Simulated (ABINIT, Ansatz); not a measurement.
# CO2 (P4_2/mnm): G0W0 with ABINIT, start to end

Aim: the G0W0 gap of CO2 (P4_2/mnm) on LDA, step by step.

Main program and level: ABINIT 10.8.3; LDA and many-body steps on it, plane waves.

**1. Starting point**

The structure is tetragonal, space group P4_2/mnm (No. 136). Conventional cell: a = 4.227 Å, b = 4.227 Å, c = 4.688 Å, α = 90.00°, β = 90.00°, γ = 90.00°. C has 2 O at 1.17 Å nearest. Nearest to O lie 1 C at 1.17 Å. Farther neighbours and most contacts between anions are not listed.

As a file:

```cif
data_structure
_symmetry_space_group_name_H-M 'P 1'
_symmetry_Int_Tables_number 1
_cell_length_a 4.2272
_cell_length_b 4.2272
_cell_length_c 4.6878
_cell_angle_alpha 90.000
_cell_angle_beta 90.000
_cell_angle_gamma 90.000
_cell_volume 83.77
loop_
_atom_site_label
_atom_site_type_symbol
_atom_site_fract_x
_atom_site_fract_y
_atom_site_fract_z
_atom_site_occupancy
C1 C 0.50000 0.50000 0.50000 1
C2 C 0.00000 0.00000 0.00000 1
O3 O 0.30483 0.69517 0.50000 1
O4 O 0.69517 0.30483 0.50000 1
O5 O 0.19517 0.19517 0.00000 1
O6 O 0.80483 0.80483 0.00000 1
```

The cell and positions are those that the Materials Project relaxed with its own functionals (PBE, PBE+U or r2SCAN), kept fixed.

**2. Ground state**

This step: ABINIT 10.8.3; DFT, LDA, plane waves, norm-conserving pseudopotentials.

The ground-state density comes first.

Contents of run.abi:

```
acell 3*1.0 Angstrom
rprim 
  4.227212790000 0.000000000000 0.000000000000
  0.000000000000 4.227212790000 0.000000000000
  0.000000000000 0.000000000000 4.687771590000
ntypat 2
znucl 6 8
natom 6
typat 1 1 2 2 2 2
xred 
  0.500000000000 0.500000000000 0.500000000000
  0.000000000000 0.000000000000 0.000000000000
  0.304826860000 0.695173140000 0.500000000000
  0.695173140000 0.304826860000 0.500000000000
  0.195173140000 0.195173140000 0.000000000000
  0.804826860000 0.804826860000 0.000000000000
pp_dirpath "pseudos"
pseudos "C.upf, O.upf"
ecut 37
ngkpt 6 6 4
nshiftk 1
shiftk 0 0 0
kptopt 1
chksymbreak 0
nband 23
occopt 1
tolvrs 1e-10
nstep 60
prtwf 0
optforces 0
optstress 0
indata_prefix "in"
outdata_prefix "out"
tmpdata_prefix "tmp"
```

Command:

```sh
> OMP_NUM_THREADS=1 mpirun -n 4 abinit run.abi > log
```

Numbers of over 12 decimals in the logs are rounded to 6 here.

The program printed:

```text
.Version 10.8.3 of ABINIT. v10.8.2 released Aug 2026.

 Symmetries : space group P4_2/m n m (#136); Bravais tP (primitive tetrag.)
================================================================================
 Values of the parameters that define the memory need of the present run
     intxc =       0    ionmov =       0      iscf =       7    lmnmax =       5
     lnmax =       5     mgfft =      50  mpssoang =       3    mqgrid =    3001
     natom =       6  nloc_mem =       1    nspden =       1   nspinor =       1
    nsppol =       1      nsym =      16    n1xccc =    2501    ntypat =       2
    occopt =       1   xclevel =       1
-    mband =          23        mffmem =           1         mkmem =           8
       mpw =        6100          nfft =      101250          nkpt =          30
================================================================================
  Rough estimation (10% accuracy) of disk space for files :
================================================================================

--------------------------------------------------------------------------------
------------- Echo of variables that govern the present computation ------------
--------------------------------------------------------------------------------
 -outvars: echo values of preprocessed input variables --------
            acell      1.8897261259E+00  1.8897261259E+00  1.8897261259E+00 Bohr

      chksymbreak           0
             ecut      3.70000000E+01 Hartree
-          fftalg         312

              ixc       -1012
              kpt      0.00000000E+00  0.00000000E+00  0.00000000E+00
                       1.66666667E-01  0.00000000E+00  0.00000000E+00
                       3.33333333E-01  0.00000000E+00  0.00000000E+00
                       5.00000000E-01  0.00000000E+00  0.00000000E+00
                       1.66666667E-01  1.66666667E-01  0.00000000E+00
                       3.33333333E-01  1.66666667E-01  0.00000000E+00
                       5.00000000E-01  1.66666667E-01  0.00000000E+00
                       3.33333333E-01  3.33333333E-01  0.00000000E+00
                       5.00000000E-01  3.33333333E-01  0.00000000E+00
   [... 19 further rows ...]
                       5.00000000E-01  3.33333333E-01  5.00000000E-01
                       5.00000000E-01  5.00000000E-01  5.00000000E-01
         kptrlatt        6    0    0      0    6    0      0    0    4
          kptrlen      3.54344178E+01
P           mkmem           8
            natom           6
            nband          23
            ngfft          45      45      50
             nkpt          30
            nstep          60
             nsym          16
           ntypat           2
              occ      2.000000  2.000000  2.000000  2.000000  2.000000  2.000000
                       2.000000  2.000000  2.000000  2.000000  2.000000  2.000000
                       2.000000  2.000000  2.000000  2.000000  0.000000  0.000000
                       0.000000  0.000000  0.000000  0.000000  0.000000
        optforces           0
        optstress           0
            prtwf           0
            rprim      4.2272127900E+00  0.0000000000E+00  0.0000000000E+00
[...]
spgroup         136

           tolvrs      1.00000000E-10

             xred      5.0000000000E-01  5.0000000000E-01  5.0000000000E-01
[...]
znucl        6.00000    8.00000

================================================================================

 chkinp: Checking input parameters for consistency.

================================================================================
== DATASET  1 ==================================================================
-   mpi_nproc: 4, omp_nthreads: 1 (-1 if OMP is not activated)

--- !DatasetInfo
iteration_state: {dtset: 1, }
dimensions: {natom: 6, nkpt: 30, mband: 23, nsppol: 1, nspinor: 1, nspden: 1, mpw: 6100, }
cutoff_energies: {ecut:  37.0, pawecutdg:  -1.0, }
electrons: {nelect:   3.20000000E+01, charge:   0.00000000E+00, occopt:   1.00000000E+00, tsmear:   1.00000000E-02, }

 Real(R)+Recip(G) space primitive vectors, cartesian coordinates (Bohr,Bohr^-1):
 R(1)=  7.9882744  0.0000000  0.0000000  G(1)=  0.1251835  0.0000000  0.0000000
 R(2)=  0.0000000  7.9882744  0.0000000  G(2)=  0.0000000  0.1251835  0.0000000
 R(3)=  0.0000000  0.0000000  8.8586044  G(3)=  0.0000000  0.0000000  0.1128846
 Unit cell volume ucvol=  5.6528995E+02 bohr^3
 Angles (23,13,12)=  9.00000000E+01  9.00000000E+01  9.00000000E+01 degrees

 getcut: wavevector=  0.0000  0.0000  0.0000  ngfft=  45  45  50
         ecut(hartree)=     37.000   => boxcut(ratio)=   2.01156

--- Pseudopotential description ------------------------------------------------
- C Generated using ONCVPSP code by D. R. Hamann
-  6.00000   4.00000  180309                  znucl, zion, pspdat
12 -1012 1 -1 1234                            pspcod,pspxc,lmax,lloc,mmax
     nproj     2     2     0
  pspatm : epsatm=    4.35103003
         --- l  ekb(1:nproj) -->
[...]
pspatm: atomic psp has been read  and splines computed

- O Generated using ONCVPSP code by D. R. Hamann
-  8.00000   6.00000  201201                  znucl, zion, pspdat
12 -1012 2 -1 926                             pspcod,pspxc,lmax,lloc,mmax
     nproj     2     2     1
  pspatm : epsatm=    6.27558587
         --- l  ekb(1:nproj) -->
[...]
2   -1.033686
 pspatm: atomic psp has been read  and splines computed

   1.08174091E+03                                ecore*ucvol(ha*bohr**3)
--------------------------------------------------------------------------------

_setup2: Arith. and geom. avg. npw (full set) are    6077.479    6077.469

================================================================================

--- !BeginCycle
iteration_state: {dtset: 1, }
solver: {iscf: 7, nstep: 60, nline: 4, wfoptalg: 0, }
tolerances: {tolvrs: 1.00E-10, }

     iter   Etot(hartree)      deltaE(h)  residm     vres2
 ETOT  1  -77.784312599156    -7.778E+01 1.094E-01 4.000E+02
 ETOT  2  -77.787325610764    -3.013E-03 2.953E-02 5.172E+02
 ETOT  3  -78.022330785512    -2.350E-01 3.904E-03 1.091E+01
 ETOT  4  -78.025818961522    -3.488E-03 7.771E-04 3.476E-01
 ETOT  5  -78.025936416364    -1.175E-04 1.068E-04 4.033E-03
 ETOT  6  -78.025937043514    -6.272E-07 2.396E-04 1.710E-04
 ETOT  7  -78.025937066144    -2.263E-08 3.687E-05 9.180E-06
 ETOT  8  -78.025937066989    -8.451E-10 1.025E-04 6.092E-07
 ETOT  9  -78.025937067095    -1.053E-10 1.879E-05 2.063E-08
 ETOT 10  -78.025937067099    -4.448E-12 5.764E-05 1.377E-10
 ETOT 11  -78.025937067098     6.253E-13 1.282E-05 2.489E-12

 At SCF step   11       vres2   =  2.49E-12 < tolvrs=  1.00E-10 =>converged.

--- !ResultsGS
iteration_state: {dtset: 1, }
comment   : Summary of ground state results
lattice_vectors:
- [  7.9882744,   0.0000000,   0.0000000, ]
- [  0.0000000,   7.9882744,   0.0000000, ]
- [  0.0000000,   0.0000000,   8.8586044, ]
lattice_lengths: [   7.98827,    7.98827,    8.85860, ]
lattice_angles: [ 90.000,  90.000,  90.000, ] # degrees, (23, 13, 12)
lattice_volume:   5.6528995E+02
convergence: {deltae:  6.253E-13, res2:  2.489E-12, residm:  1.282E-05, diffor:  0.000E+00, }
etotal    :  -7.80259371E+01
entropy   :   0.00000000E+00
fermie    :  -1.26518767E-01
cartesian_stress_tensor: null
pressure_GPa: null
xred      :
- [  5.0000E-01,   5.0000E-01,   5.0000E-01,  C]
- [  0.0000E+00,   0.0000E+00,   0.0000E+00,  C]
- [  3.0483E-01,   6.9517E-01,   5.0000E-01,  O]
- [  6.9517E-01,   3.0483E-01,   5.0000E-01,  O]
- [  1.9517E-01,   1.9517E-01,   0.0000E+00,  O]
- [  8.0483E-01,   8.0483E-01,   0.0000E+00,  O]
cartesian_forces: null
force_length_stats: {min: null, max: null, mean: null, }

 Integrated electronic density in atomic spheres:
 ------------------------------------------------
 Atom  Sphere_radius  Integrated_density
[...]
================================================================================

 ----iterations are completed or convergence reached----

 Mean square residual over all n,k,spin=   42.242E-09; max=  12.822E-06
 reduced coordinates (array xred) for    6 atoms
[...]
0.000000000000      0.000000000000      0.000000000000
       0.304826860000      0.695173140000      0.500000000000
       0.695173140000      0.304826860000      0.500000000000
       0.195173140000      0.195173140000      0.000000000000
       0.804826860000      0.804826860000      0.000000000000
 rms dE/dt=  0.0000E+00; max dE/dt=  0.0000E+00; dE/dt below (all hartree)
    1       0.000000000000      0.000000000000      0.000000000000
    2       0.000000000000      0.000000000000      0.000000000000
    3       0.000000000000      0.000000000000      0.000000000000
    4       0.000000000000      0.000000000000      0.000000000000
    5       0.000000000000      0.000000000000      0.000000000000
    6       0.000000000000      0.000000000000      0.000000000000

 cartesian coordinates (angstrom) at end:
    1      2.113606     2.113606     2.343886
    2      0.000000     0.000000     0.000000
    3      1.288568     2.938645     2.343886
    4      2.938645     1.288568     2.343886
    5      0.825038     0.825038     0.000000
    6      3.402174     3.402174     0.000000
 length scales=  1.889726125908  1.889726125908  1.889726125908 bohr
              =  1.000000000000  1.000000000000  1.000000000000 angstroms
 prteigrs : about to open file out_EIG
 Fermi (or HOMO) energy (hartree) =  -0.12652   Average Vxc (hartree)=  -0.32463
 Eigenvalues (hartree) for nkpt=  30  k points:
 kpt#   1, nband= 23, wtk=  0.00694, kpt=  0.0000  0.0000  0.0000 (reduced coord)
  -0.87984   -0.86823   -0.83707   -0.83707   -0.32786   -0.31534   -0.30740   -0.28444
  -0.28444   -0.25674   -0.25674   -0.25466   -0.17966   -0.14723   -0.14439   -0.14439
   0.10591    0.14334    0.15946    0.15946    0.20354    0.26142    0.35455
 prteigrs : prtvol=0 or 1, do not print more k-points.

--- !EnergyTerms
iteration_state     : {dtset: 1, }
comment             : Components of total free energy in Hartree
kinetic             :  5.20797997833194E+01
hartree             :  2.81140406645523E+01
xc                  : -2.04342517257618E+01
Ewald energy        : -4.16137102671031E+01
psp_core            :  1.91360365243891E+00
local_psp           : -8.68887491734361E+01
non_local_psp       : -1.11966700011080E+01
total_energy        : -7.80259370670984E+01
total_energy_eV     : -2.12319391073742E+03
band_energy         : -1.26554942826633E+01

== END DATASET(S) ==============================================================
================================================================================

 -outvars: echo values of variables after computation  --------
           etotal     -7.8025937067E+01
            nband          23
             nkpt          30
          spgroup         136
 [... the other variables as echoed above ...]

 Calculation completed.
```

Wall time 35 s (4 MPI ranks of Arm Neoverse V2, shared host); peak memory 0.38 GiB; 2.3 min of CPU time.

This step gave:

```
total energy               : -2123.1939 eV
gap                        : 6.325 eV
k of the valence top       : 0.5, 0.5, 0.5
k of the conduction bottom : 0, 0, 0
least direct gap           : 6.811 eV
```

The gap is indirect, with the least direct gap 0.49 eV higher.

(Part 1 of 3 ends here.)

[Paths, hosts, dates, memory and timing lines, banners, echoed tables and standing remarks are left out of the program output.]

[Logs are printed without paths, hosts, clocks, repeated set-up lines and the standing remarks that a program may print on its own settings, such as how far it seeks lower states.]

[Runs of the session that timed out or met a known fault of the program may be left out.]

[Hosts, paths, dates, database ids (printed as entryN), source tags and the programs' standing remarks are cut or masked in the printed files.]

[G0W0 gaps are taken among the corrected bands and points alone; a level outside them can change the order at an edge.]

[Where Ansatz stands beside ABINIT at settings called matched, ABINIT's density can come from a denser mesh and the files from another edition; pairs whose starting gaps differed by over 0.03 eV were left out, so agreement reads better than it is.]
